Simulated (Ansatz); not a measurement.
# A hypothetical structure for GeCBr

This structure for GeCBr is made up. Its elements were placed in a known structure type with a cell scaled to their sizes. What cell does the guess relax to, and how far off was it?

Program: Ansatz 0.2.0. Level of theory: DFT, r2SCAN, plane-wave PAW, files of the set soft_1, scalar-relativistic, no spin, cell and ions relaxed at zero pressure; PAW set soft_1. Results are calculated unless marked as measured.

## (1) The starting structure

Symmetry: Pmmn, No. 59, orthorhombic system. The conventional cell has a = 3.502 Å, b = 4.270 Å, c = 8.372 Å, α = 90.00°, β = 90.00°, γ = 90.00°. Nearest to Br lie 2 Ge at 2.61 Å. Nearest to Ge lie 4 C at 2.16 to 2.17 Å and 2 Br at 2.61 Å. Nearest to C lie 4 Ge at 2.16 to 2.17 Å. Farther neighbours and most contacts between anions are not listed.

Structure file:

```cif
data_structure
_symmetry_space_group_name_H-M 'Pmmn:1'
_symmetry_Int_Tables_number 59
_cell_length_a 3.5020
_cell_length_b 4.2700
_cell_length_c 8.3720
_cell_angle_alpha 90.000
_cell_angle_beta 90.000
_cell_angle_gamma 90.000
_cell_volume 125.19
loop_
_atom_site_label
_atom_site_type_symbol
_atom_site_symmetry_multiplicity
_atom_site_Wyckoff_symbol
_atom_site_fract_x
_atom_site_fract_y
_atom_site_fract_z
_atom_site_occupancy
Br1 Br 2 a 0.00000 0.00000 0.66950 1
Ge1 Ge 2 b 0.50000 0.00000 0.90040 1
C1 C 2 a 0.00000 0.00000 0.05140 1
```

## (2) Relaxing cell and atoms

The guess takes its coordinates from another compound and its volume from a rule, so the cell and any free coordinates are relaxed together.

input.yaml

```yaml
crystal:
  lattice:
    - [3.502, 0.0, 0.0]
    - [0.0, 4.27, 0.0]
    - [0.0, 0.0, 8.372]
  atoms:
    - { symbol: Br, position: [0.0, 0.0, 0.6695] }
    - { symbol: Br, position: [0.5, 0.5, 0.3305] }
    - { symbol: Ge, position: [0.5, 0.0, 0.9004] }
    - { symbol: Ge, position: [0.0, 0.5, 0.0996] }
    - { symbol: C, position: [0.0, 0.0, 0.0514] }
    - { symbol: C, position: [0.5, 0.5, 0.9486] }
kpoints:
  mp_grid: { grid: [8, 6, 4] }
scf:
  occupations: { method: fermi_dirac, width: 0.05 }
hamiltonian:
  xc: r2scan
  pseudopotentials: { kind: paw, azcp: { folder: soft_1 } }
relax:
  f_tol: 0.015
  max_steps: 70
  cell: {}
output:
  forces: true
  stress: true
```

Command:

```
> ansatz run input.yaml --threads 4 --pin off --max-ram 10240MiB --backend cpu --events-out ev --progress --plain --runs-dir out
```

Numbers of over 12 decimals in the logs are rounded to 6 here.

The log of the run:

```text
Engine: ansatz 0.2.0, aarch64-unknown-linux-gnu
Pseudopotentials: kind: paw
Pseudopotential: Br, paw, valence charge 7, recommended cutoff 500 eV (meta_gga), soft_1/Br.paw.azcp
Pseudopotential: Ge, paw, valence charge 14, recommended cutoff 500 eV (meta_gga), soft_1/Ge.paw.azcp
Pseudopotential: C, paw, valence charge 4, recommended cutoff 500 eV (meta_gga), soft_1/C.paw.azcp
Functional definition: r2SCAN
  parameter k0 = 0.174
  parameter k1 = 0.065
  parameter a1 = 4.9479
  exchange = r2scan_x(k0 = k0, k1 = k1, a1 = a1)
  correlation = r2scan_c
Crystal: 6 atoms, lattice volume = 125.191 Å³
Basis set: ecut = 500 eV, 3165 PW (Γ), exchange–correlation on 108×128×256 points (64 copies of the dense FFT grid, shifted against one another)
Bands: 31, of which v1, the nominal top of the filled ones, is band 25 counted from 1 (24 counted from 0)
Symmetry: 8 space group operations
Space group: Pmmn (ITA 59), of the structure as read, at distance tolerance 5.0e-5 Å
k-points: 60 of 192
Non-local potential: Br, projectors of the file, l = 0: 2, l = 1: 2, l = 2: 2
Non-local potential: Ge, projectors of the file, l = 0: 2, l = 1: 2, l = 2: 3, l = 3: 1
Non-local potential: C, projectors of the file, l = 0: 2, l = 1: 2, l = 2: 1
PAW form: soft (Blöchl's): semilocal exchange-correlation on the pseudo side does not see the compensation charge
PAW frozen core: Br, regenerated for the run's functional (the file was generated under x = pbe(κ = 0.804, μ = 0.219515), c = pbe(β = 0.066725))
PAW frozen core: Ge, regenerated for the run's functional (the file was generated under x = pbe(κ = 0.804, μ = 0.219515), c = pbe(β = 0.066725))
PAW frozen core: C, regenerated for the run's functional (the file was generated under x = pbe(κ = 0.804, μ = 0.219515), c = pbe(β = 0.066725))
PAW one-centre angular grid: Br, 302 points (default); XC on 160 Gauss nodes
PAW one-centre angular grid: Ge, 590 points (default); XC on 160 Gauss nodes
PAW one-centre angular grid: C, 302 points (default); XC on 219 of its mesh's 2255 points in the sphere
Initial density: superposition of atomic densities (chi_scale 0.1, normalization cell, long waves kept (reshape's long-wave potential 0.99 eV rms))
Initial wavefunctions: pseudopotential atomic-orbital guess
Functional: x = r2scan, c = r2scan; τ floored in thin density (d = 2e-4 eV/Å³)
SCF iter   1: F=—  HF=-14699.741572 eV  |F-HF|=—  |Δ(HF+E_count)|=         —  Δρ=1.27e-1  dr2=1.00e2  dr2_τ=1.89e0  ethr=3.10e-3  ⟨swp⟩=7.3  Hψ=8541  notcnv=0
preconditioner: auto → LDOS  [metal: Δε(μ)=0.025 eV  Ē_g=9.943 eV  σ=0.050 eV  W_gap=0.12  n_scr=30 (ndim 8)  ℏωp=18.2 eV  f_vac=0.070  D(μ)=7.11/eV (n_scr^D=62)  β→1.0]
SCF iter   2: F=—  HF=-14689.142040 eV  |F-HF|=—  |Δ(HF+E_count)|=    1.06e1  Δρ=4.84e-2  dr2=1.67e0  dr2_τ=1.28e0  ethr=3.10e-3  ⟨swp⟩=4.2  Hψ=4675  notcnv=0  defer=35
SCF iter   3: F=—  HF=-14689.501224 eV  |F-HF|=—  |Δ(HF+E_count)|=   3.59e-1  Δρ=9.92e-3  dr2=3.28e-1  dr2_τ=4.66e-3  ethr=3.10e-3  ⟨swp⟩=3.3  Hψ=4136  notcnv=0  defer=60
SCF iter   4: F=—  HF=-14689.439006 eV  |F-HF|=—  |Δ(HF+E_count)|=   6.22e-2  Δρ=4.69e-3  dr2=4.22e-2  dr2_τ=1.82e-3  ethr=6.57e-4  ⟨swp⟩=3.2  Hψ=3957  notcnv=0  defer=60
SCF iter   5: F=—  HF=-14689.421471 eV  |F-HF|=—  |Δ(HF+E_count)|=   1.75e-2  Δρ=1.17e-3  dr2=4.91e-3  dr2_τ=5.97e-5  ethr=8.44e-5  ⟨swp⟩=2.3  Hψ=3779  notcnv=0  defer=60
SCF iter   6: F=—  HF=-14689.421133 eV  |F-HF|=—  |Δ(HF+E_count)|=   3.38e-4  Δρ=3.06e-4  dr2=3.55e-4  dr2_τ=6.88e-6  ethr=9.83e-6  ⟨swp⟩=2.2  Hψ=2150  notcnv=0  defer=60
SCF iter   7: F=—  HF=-14689.421183 eV  |F-HF|=—  |Δ(HF+E_count)|=   5.01e-5  Δρ=9.46e-5  dr2=1.47e-5  dr2_τ=7.55e-7  ethr=7.10e-7  ⟨swp⟩=2.0  Hψ=2450  notcnv=0  defer=60
SCF iter   8: F=—  HF=-14689.421190 eV  |F-HF|=—  |Δ(HF+E_count)|=   6.49e-6  Δρ=3.39e-5  dr2=4.24e-6  dr2_τ=9.07e-8  ethr=2.93e-8  ⟨swp⟩=2.7  Hψ=3480  notcnv=0  defer=60
SCF iter   9: F=—  HF=-14689.421189 eV  |F-HF|=—  |Δ(HF+E_count)|=   4.38e-7  Δρ=1.86e-5  dr2=1.63e-6  dr2_τ=2.13e-8  ethr=8.48e-9  ⟨swp⟩=2.0  Hψ=3291  notcnv=0  defer=60
SCF iter  10: F=-14689.421189 eV  HF=-14689.421189 eV  |F-HF|=7.88e-9  |Δ(HF+E_count)|=   2.60e-7  Δρ=4.38e-6  dr2=2.87e-8  dr2_τ=1.10e-9  ethr=2.00e-10  ⟨swp⟩=3.9  Hψ=6959  notcnv=0
SCF 1 converged in 10 iterations: F = -14689.421189 eV  dr2 = 2.87e-8
  greatest PAW one-centre occupation: 0.998 electrons in one spin orbital (limit 2), on the Ge atom at site 3 (counted from 0), in its partial waves of l = 2
relax step   1: F+E_penalty+E_count = -14689.42118911 eV  Δ(F+E_penalty+E_count) = +0.000e0 eV  max|allowed force component| = 6.502e-1 eV/Å  Δτ_max = 0.0000 Å  P = -5.441 GPa  Ω = 125.191 Å³  (10 SCF iters, dr2 threshold 1.00e-7 eV, accepted)
Crystal: 6 atoms, lattice volume = 117.350 Å³
Basis set: ecut = 500 eV, 2973 PW (Γ), exchange–correlation on 108×128×256 points (64 copies of the dense FFT grid, shifted against one another)
Initial density: handed on by an earlier stage of this run
Initial wavefunctions: those handed on with the density
iter 1 solved again at ethr=1.18e-3 eV; its pass at ethr=3.10e-3 eV (dr2=5.91e-1 eV) is discarded
SCF iter   1: F=—  HF=-14690.066622 eV  |F-HF|=—  |Δ(HF+E_count)|=         —  Δρ=1.53e-2  dr2=5.92e-1  dr2_τ=2.60e-1  ethr=1.18e-3  ⟨swp⟩=1.2  Hψ=10941  notcnv=0
preconditioner: auto → LDOS  [metal: Δε(μ)=0.012 eV  Ē_g=10.285 eV  σ=0.050 eV  W_gap=0.06  n_scr=22 (ndim 8)  ℏωp=18.8 eV  f_vac=0.058  D(μ)=1.96/eV (n_scr^D=10)  β→1.0]
SCF iter   2: F=—  HF=-14689.987228 eV  |F-HF|=—  |Δ(HF+E_count)|=   7.94e-2  Δρ=7.97e-3  dr2=1.66e-1  dr2_τ=4.37e-3  ethr=1.18e-3  ⟨swp⟩=3.9  Hψ=3828  notcnv=0  defer=1
SCF iter   3: F=—  HF=-14689.941274 eV  |F-HF|=—  |Δ(HF+E_count)|=   4.60e-2  Δρ=2.35e-3  dr2=2.27e-2  dr2_τ=6.55e-4  ethr=3.31e-4  ⟨swp⟩=3.6  Hψ=4006  notcnv=0  defer=60
SCF iter   4: F=—  HF=-14689.937307 eV  |F-HF|=—  |Δ(HF+E_count)|=   3.97e-3  Δρ=6.58e-4  dr2=1.03e-3  dr2_τ=1.25e-5  ethr=4.53e-5  ⟨swp⟩=2.0  Hψ=2569  notcnv=0  defer=60
SCF iter   5: F=—  HF=-14689.937205 eV  |F-HF|=—  |Δ(HF+E_count)|=   1.02e-4  Δρ=2.04e-4  dr2=7.74e-5  dr2_τ=1.10e-6  ethr=2.06e-6  ⟨swp⟩=2.2  Hψ=2278  notcnv=0  defer=60
SCF iter   6: F=—  HF=-14689.937204 eV  |F-HF|=—  |Δ(HF+E_count)|=   9.52e-7  Δρ=4.30e-5  dr2=2.08e-6  dr2_τ=7.61e-8  ethr=1.55e-7  ⟨swp⟩=2.2  Hψ=2379  notcnv=0  defer=60
SCF iter   7: F=-14689.937205 eV  HF=-14689.937205 eV  |F-HF|=3.71e-9  |Δ(HF+E_count)|=   3.39e-7  Δρ=6.58e-6  dr2=3.63e-8  dr2_τ=2.57e-9  ethr=1.20e-9  ⟨swp⟩=5.0  Hψ=6846  notcnv=0
SCF 2 converged in 7 iterations: F = -14689.937205 eV  dr2 = 3.63e-8
[...]
SCF iter   2: F=—  HF=-14690.109045 eV  |F-HF|=—  |Δ(HF+E_count)|=   1.80e-1  Δρ=3.02e-3  dr2=1.44e-2  dr2_τ=1.04e-3  ethr=1.55e-4  ⟨swp⟩=3.7  Hψ=4018  notcnv=0
SCF iter   3: F=—  HF=-14690.107822 eV  |F-HF|=—  |Δ(HF+E_count)|=   1.22e-3  Δρ=1.18e-3  dr2=4.07e-3  dr2_τ=8.35e-5  ethr=2.89e-5  ⟨swp⟩=2.0  Hψ=3653  notcnv=0  defer=9
SCF iter   4: F=—  HF=-14690.106853 eV  |F-HF|=—  |Δ(HF+E_count)|=   9.69e-4  Δρ=3.95e-4  dr2=2.78e-4  dr2_τ=3.57e-6  ethr=8.13e-6  ⟨swp⟩=2.0  Hψ=2451  notcnv=0  defer=9
SCF iter   5: F=—  HF=-14690.106810 eV  |F-HF|=—  |Δ(HF+E_count)|=   4.26e-5  Δρ=1.13e-4  dr2=1.94e-5  dr2_τ=2.63e-7  ethr=5.55e-7  ⟨swp⟩=2.2  Hψ=2685  notcnv=0  defer=9
SCF iter   6: F=—  HF=-14690.106810 eV  |F-HF|=—  |Δ(HF+E_count)|=   1.01e-7  Δρ=2.75e-5  dr2=7.71e-7  dr2_τ=3.80e-8  ethr=3.88e-8  ⟨swp⟩=2.0  Hψ=2590  notcnv=0  defer=9
SCF iter   7: F=-14690.106811 eV  HF=-14690.106811 eV  |F-HF|=3.26e-9  |Δ(HF+E_count)|=   4.11e-7  Δρ=5.47e-6  dr2=3.52e-8  dr2_τ=2.93e-9  ethr=1.20e-9  ⟨swp⟩=4.1  Hψ=6040  notcnv=0
SCF 3 converged in 7 iterations: F = -14690.106811 eV  dr2 = 3.52e-8
relax step   3: F+E_penalty+E_count = -14690.10681077 eV  Δ(F+E_penalty+E_count) = -1.696e-1 eV  max|allowed force component| = 2.613e-1 eV/Å  Δτ_max = 0.1182 Å  P = -0.438 GPa  Ω = 116.557 Å³  energy of the carried Pulay correction = +1.244e-3 eV  (7 SCF iters, dr2 threshold 6.00e-7 eV, accepted)
[...]
relax step   4: F+E_penalty+E_count = -14690.13485796 eV  Δ(F+E_penalty+E_count) = -2.805e-2 eV  max|allowed force component| = 2.375e-1 eV/Å  Δτ_max = 0.0625 Å  P = +0.561 GPa  Ω = 117.442 Å³  energy of the carried Pulay correction = +1.112e-3 eV  (6 SCF iters, dr2 threshold 6.00e-7 eV, accepted)
[...]
relax step   5: F+E_penalty+E_count = -14690.13288832 eV  Δ(F+E_penalty+E_count) = +1.970e-3 eV  max|allowed force component| = 4.001e-1 eV/Å  Δτ_max = 0.0337 Å  P = +0.487 GPa  Ω = 117.037 Å³  energy of the carried Pulay correction = +1.172e-3 eV  (6 SCF iters, dr2 threshold 6.00e-7 eV, rejected (line search))
[...]
relax step   6: F+E_penalty+E_count = -14690.14274136 eV  Δ(F+E_penalty+E_count) = -7.883e-3 eV  max|allowed force component| = 3.017e-2 eV/Å  Δτ_max = 0.0150 Å  P = +0.106 GPa  Ω = 117.640 Å³  energy of the carried Pulay correction = +1.083e-3 eV  (9 SCF iters, accepted)
[...]
relax step   7: F+E_penalty+E_count = -14690.14388618 eV  Δ(F+E_penalty+E_count) = -1.145e-3 eV  max|allowed force component| = 1.313e-2 eV/Å  Δτ_max = 0.0041 Å  P = +0.043 GPa  Ω = 117.823 Å³  energy of the carried Pulay correction = +1.056e-3 eV  (5 SCF iters, dr2 threshold 3.33e-7 eV, accepted)
[...]
relax step   8: F+E_penalty+E_count = -14690.14394807 eV  Δ(F+E_penalty+E_count) = -6.189e-5 eV  max|allowed force component| = 3.682e-3 eV/Å  Δτ_max = 0.0015 Å  P = -0.032 GPa  Ω = 117.860 Å³  energy of the carried Pulay correction = +1.050e-3 eV  (5 SCF iters, dr2 threshold 5.37e-8 eV, accepted)
Basis set: ecut = 500 eV, 2999 PW (Γ), exchange–correlation on 100×120×288 points (64 copies of the dense FFT grid, shifted against one another)
Initial wavefunctions: pseudopotential atomic-orbital guess (no wavefunctions were taken with the density)
iter 1 solved again at ethr=1.18e-7 eV; its pass at ethr=3.10e-3 eV (dr2=5.88e-5 eV) is discarded
SCF iter   1: F=—  HF=-14690.143295 eV  |F-HF|=—  |Δ(HF+E_count)|=         —  Δρ=1.10e-4  dr2=1.24e-6  dr2_τ=5.79e-6  ethr=1.18e-7  ⟨swp⟩=3.7  Hψ=14106  notcnv=0
preconditioner: auto → LDOS  [metal: Δε(μ)=0.025 eV  Ē_g=10.693 eV  σ=0.050 eV  W_gap=0.12  n_scr=26 (ndim 8)  ℏωp=18.7 eV  f_vac=0.096  D(μ)=1.09/eV (n_scr^D=2)  β→1.0]
SCF iter   2: F=—  HF=-14690.143314 eV  |F-HF|=—  |Δ(HF+E_count)|=   1.98e-5  Δρ=6.16e-6  dr2=3.36e-8  dr2_τ=3.91e-9  ethr=2.48e-9  ⟨swp⟩=2.0  Hψ=3282  notcnv=0
SCF iter   3: F=—  HF=-14690.143314 eV  |F-HF|=—  |Δ(HF+E_count)|=   2.00e-8  Δρ=3.26e-6  dr2=2.30e-8  dr2_τ=4.19e-10  ethr=6.72e-11  ⟨swp⟩=2.0  Hψ=3369  notcnv=0
SCF iter   4: F=—  HF=-14690.143314 eV  |F-HF|=—  |Δ(HF+E_count)|=   1.38e-8  Δρ=1.10e-6  dr2=1.10e-9  dr2_τ=6.69e-11  ethr=4.60e-11  ⟨swp⟩=2.0  Hψ=3359  notcnv=0
SCF iter   5: F=—  HF=-14690.143314 eV  |F-HF|=—  |Δ(HF+E_count)|=   1.10e-9  Δρ=3.50e-7  dr2=4.92e-10  dr2_τ=4.24e-12  ethr=2.19e-12  ⟨swp⟩=2.0  Hψ=3352  notcnv=0
SCF iter   6: F=-14690.143314 eV  HF=-14690.143314 eV  |F-HF|=9.09e-12  |Δ(HF+E_count)|=  1.16e-10  Δρ=7.62e-8  dr2=5.46e-12  dr2_τ=1.27e-13  ethr=1.00e-12  ⟨swp⟩=3.6  Hψ=7046  notcnv=0
SCF 9 converged in 6 iterations: F = -14690.143314 eV  dr2 = 5.46e-12
relax step   9: F+E_penalty+E_count = -14690.14331439 eV  Δ(F+E_penalty+E_count) = +6.337e-4 eV  max|allowed force component| = 3.459e-3 eV/Å  Δτ_max = 0.0000 Å  P = -0.029 GPa  Ω = 117.860 Å³  stress off target by 4.21e-2 GPa  SCF on the basis re-selected at this cell (its energy is not comparable with the rows above)  (6 SCF iters)
basis re-selected at this cell: Δ(F+E_penalty+E_count) = +6.337e-4 eV, ΔP = +0.003 GPa vs the last step (what re-selecting the basis moved, of the pressure what is left beyond the Pulay correction that the steps carried, after the strain that the cell walked since its last selection, with what the two solves' SCF thresholds leave and, on support functions, any second-order correction that the steps lacked; it is no measure of the basis error at this ecutwfc). The dense FFT grid was sized anew with the basis: this SCF ran on 25×30×72 points, the steps before it on 27×32×64, so part of this shift can come from that change (see relax.cell in the input reference). [rest of the remark cut]
SCF converged after 6 iterations
Free energy (F): -14690.143314 eV
Harris-Foulkes:  -14690.143314 eV  (|F-HF|=9.09e-12)
Internal energy: -14690.133706 eV  (E = F + TS)
E sigma→0 (E₀):  -14690.138510 eV
Entropy (-TS):   -0.009608 eV (-1.601 meV/atom)
Fermi energy:    5.734016 eV
--- Per-component energies (eV) ---
  E_band       = -417.417954
  E_kinetic    = 612.251010
  E_local      = -7896.440876  (includes V_loc(G=0)·N_el)
  E_nonlocal   = 595.374210
  E_hartree    = 3692.649875
  E_xc         = -587.246674
  E_vxc        = -496.343907  (∫ρ·V_xc dr)
  E_paw        = -8935.685786  (= ΣΔE_a)
  E_vpaw       = -642.681774  (= ΣTr[D̂ρ^β])
  E_aug_tail   = -0.000009  (compensation charges beyond the density's cutoff)
  E_vtau       = 25.123808  (kinetic-family band-sum trace: ∫τ·v_τ [+ j·A + Jᵃ·Aᵃ] dr)
  E_ewald      = -2168.498001
  E_core_change = -2.537456  (= ΣΔE_core)
  E_smearing   = -0.009608  (= −TS)
  E_closure    = 0.000000  (closes the sum)
  Σ components = -14690.143314   (vs F -14690.143314, Δ=0.00e0)
--- Forces (eV/Å), atoms counted from 1 ---
  atom   1  Br     0.00000000     0.00000000     0.00051401
  atom   2  Br     0.00000000     0.00000000    -0.00051401
  atom   3  Ge     0.00000000     0.00000000     0.00002141
  atom   4  Ge     0.00000000     0.00000000    -0.00002141
  atom   5  C      0.00000000     0.00000000    -0.00345900
  atom   6  C      0.00000000     0.00000000     0.00345900
  max |Σ_I F_I| component: 0.00e0 eV/Å
--- Stress (GPa, compression-positive) ---
       -0.034847       0.000000       0.000000
        0.000000      -0.042098       0.000000
        0.000000       0.000000      -0.011177
  P = ⅓ Tr σ = -0.0294 GPa (-0.294 kbar)
--- Relaxed structure (8 steps of the walk, 7 accepted, 1 SCFs on fresh bases) ---
  F+E_penalty+E_count = -14690.14331439 eV   max|allowed force component| = 3.459e-3 eV/Å   (the final SCF, on the basis selected at the relaxed cell)
  cell:  # Å, volume = 117.8600 Å³
    - [3.387972, 0.0, 0.0]
    - [0.0, 3.863563, 0.0]
    - [0.0, 0.0, 9.004063]
  atoms:
    - { symbol: Br, position: [0, 0, 0.675162] }
    - { symbol: Br, position: [0.500000, 0.5, 0.324838] }
    - { symbol: Ge, position: [0.500000, 0, 0.892737] }
    - { symbol: Ge, position: [0, 0.5, 0.107263] }
    - { symbol: C, position: [0, 0, 0.035293] }
    - { symbol: C, position: [0.500000, 0.5, 0.964707] }
```

Wall time 57 s (4 threads of Arm Neoverse V2, shared host); peak memory 0.8 GiB; 3.7 min of CPU time.

Relaxation path:

| step | energy less that of the first step (eV) | largest force component (eV/Å) | pressure (GPa) | volume (Å³) |
| --- | --- | --- | --- | --- |
| 1 | 0.0000 | 0.6502 | -5.44 | 125.19 |
| 2 | -0.5160 | 0.5178 | -3.95 | 117.35 |
| 3 | -0.6856 | 0.2613 | -0.44 | 116.56 |
| 4 | -0.7137 | 0.2375 | 0.56 | 117.44 |
| 5 | -0.7117 | 0.4001 | 0.49 | 117.04 |
| 6 | -0.7216 | 0.0302 | 0.11 | 117.64 |
| 7 | -0.7227 | 0.0131 | 0.04 | 117.82 |
| 8 | -0.7228 | 0.0037 | -0.03 | 117.86 |
| 9* | -0.7221 | 0.0035 | -0.03 | 117.86 |

Relaxation steps marked * repeat the geometry before them on a plane-wave basis chosen anew for their cell, so energy and pressure can jump there. Relaxation step 5 was tried and not accepted.

Forces are held to the 8 operations that the run works with; a distortion that breaks them can't arise in this run.

| conventional cell, symmetrised | before | after | change |
| --- | --- | --- | --- |
| a (Å) | 3.502 | 3.388 | -3.3 % |
| b (Å) | 4.270 | 3.864 | -9.5 % |
| c (Å) | 8.372 | 9.004 | +7.5 % |
| volume (Å³/atom) | 20.87 | 19.64 | -5.9 % |

The atoms that moved most (Å, as changes of fractional coordinates times the final cell):

| atom | dx | dy | dz | length |
| --- | --- | --- | --- | --- |
| C6 | 0.000 | 0.000 | 0.145 | 0.145 |
| C5 | 0.000 | 0.000 | -0.145 | 0.145 |
| Ge4 | 0.000 | 0.000 | 0.069 | 0.069 |
| Ge3 | 0.000 | 0.000 | -0.069 | 0.069 |
| Br2 | 0.000 | 0.000 | -0.051 | 0.051 |
| Br1 | 0.000 | 0.000 | 0.051 | 0.051 |

The relaxed structure:

```cif
data_structure
_symmetry_space_group_name_H-M 'P 1'
_symmetry_Int_Tables_number 1
_cell_length_a 3.3880
_cell_length_b 3.8636
_cell_length_c 9.0041
_cell_angle_alpha 90.000
_cell_angle_beta 90.000
_cell_angle_gamma 90.000
_cell_volume 117.86
loop_
_atom_site_label
_atom_site_type_symbol
_atom_site_fract_x
_atom_site_fract_y
_atom_site_fract_z
_atom_site_occupancy
Br1 Br 0.00000 0.00000 0.67516 1
Br2 Br 0.50000 0.50000 0.32484 1
Ge3 Ge 0.50000 0.00000 0.89274 1
Ge4 Ge 0.00000 0.50000 0.10726 1
C5 C 0.00000 0.00000 0.03529 1
C6 C 0.50000 0.50000 0.96471 1
```

Numbers from this step:

```yaml
free_energy: -14690.1433 eV
energy_at_zero_smearing: -14690.1385 eV
smearing_term_ts: 0.009608 eV
fermi_energy: 5.734 eV
electrons: 50
symmetry_operations: 8
pressure: -0.02937 GPa
```

The shortest distance of each pair, which need not be the same contact before and after:

| pair | guess (Å) | relaxed (Å) |
| --- | --- | --- |
| C–Ge | 2.160 | 2.038 |
| Br–Ge | 2.608 | 2.590 |
| C–C | 2.892 | 2.647 |
| Ge–Ge | 3.226 | 3.214 |
| Br–C | 3.197 | 3.243 |

The relaxation ends with a largest force component of 0.0035 eV/Å and a pressure of -0.03 GPa.

## (3) Results

- space group, relaxed: Pmmn
- conventional cell: a = 3.388, b = 3.864, c = 9.004 Å; α = 90.0°, β = 90.0°, γ = 90.0°
- volume per atom: 19.64 Å³ (guess 20.87)

**Reading.** GeCBr relaxes to Pmmn with a = 3.388, b = 3.864 and c = 9.004 Å. The guessed volume was 6 % too large. The space group Pmmn was held in the relaxation, so the end point is a stationary structure within it and may be a saddle against distortions or other arrangements. Mesh and cutoff weren't tested. A vector of the cell changed its length by 10 %, more than the volume shows. No dispersion term is used, so weakly bound directions may come out too long. Nothing here tests whether the compound is stable against decomposition.

[Logs are printed without paths, hosts, clocks, repeated set-up lines and the standing remarks that a program may print on its own settings, such as how far it seeks lower states.]

[Hosts, paths, dates, database ids (printed as entryN), source tags and the programs' standing remarks are cut or masked in the printed files.]
